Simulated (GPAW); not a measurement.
Entries from a set of simulations; values are calculated unless marked as measured.

## How the form of the self-energy moves the gap of NbInO4 (P2/c)

The structure is monoclinic, space group P2/c (No. 13). Conventional cell: a = 4.835 Å, b = 5.771 Å, c = 5.144 Å, α = 90.00°, β = 91.13°, γ = 90.00°. Nearest to Nb lie 6 O at 1.88 to 2.15 Å. In has 6 O at 2.10 to 2.23 Å nearest. Nearest to O lie 1 Nb at 1.88 Å and 2 In at 2.15 to 2.23 Å. Nearest to O lie 2 Nb at 1.98 to 2.15 Å and 1 In at 2.10 Å. Farther neighbours and most contacts between anions are not listed.

```xyz
12
Lattice="4.8355 0.0000 0.0000 0.0000 5.7709 0.0000 -0.1014 0.0000 5.1430" Properties=species:S:1:pos:R:3 pbc="T T T"
Nb   -0.0254    1.0266    1.2857
Nb   -0.0761    4.7443    3.8572
In    2.3924    3.9386    1.2857
In    2.3417    1.8323    3.8572
O     1.1658    3.5664    4.6338
O     3.5175    3.5664    3.0807
O     3.5682    2.2045    0.5092
O     1.2166    2.2045    2.0623
O     1.0049    5.1823    2.2526
O     3.7799    5.1823    0.3189
O     3.7292    0.5886    2.8904
O     0.9541    0.5886    4.8241
```

```yaml
method: DFT, LDA, plane waves, PAW (and 3 further levels or steps)
program: GPAW 26.7.0
settings_of_one_run: cutoff 600 eV, GPAW PAW setups 1.2.1 data release, 4×2×4 k-mesh, nbands 335
cost: 6 runs, 21 min in all on 4 MPI ranks of AMD EPYC 9R45, shared host (the runs of this entry)
notes: The cell and positions come from the Crystallography Open Database and are kept as given unless a step says otherwise. Limits: no spin-orbit coupling. Bands and cutoff are finite, so the gap is not at the basis limit. The miss can reach some tenths of an eV and take either sign; the mesh is an error of its own. The 4×2×4 mesh is coarse for this cell, which bears on the long-range parts of exchange and screening.
g0w0_godby_needs_plasmon_pole: 5.206 eV
one_shot_hse06: 5.377 eV
g0w0_extrapolated_in_the_cutoff: 5.105 eV
one_shot_pbe0: 6.094 eV
g0w0_full_frequency_hilbert_transform: 5.142 eV
known_limits: not at the basis limit; no spin-orbit coupling; coarse k mesh
```

One-shot HSE06: +0.171 eV against G0W0, Godby-Needs plasmon pole. G0W0, extrapolated in the cutoff: −0.101 eV against G0W0, Godby-Needs plasmon pole, at other bands or cutoff, so not like for like.

[Paths, hosts, dates, memory and timing lines, banners, echoed tables and standing remarks are left out of the program output.]

[Logs are printed without paths, hosts, clocks, repeated set-up lines and the standing remarks that a program may print on its own settings, such as how far it seeks lower states.]

[Runs of the session that timed out or met a known fault of the program may be left out.]

[Hosts, paths, dates, database ids (printed as entryN), source tags and the programs' standing remarks are cut or masked in the printed files.]
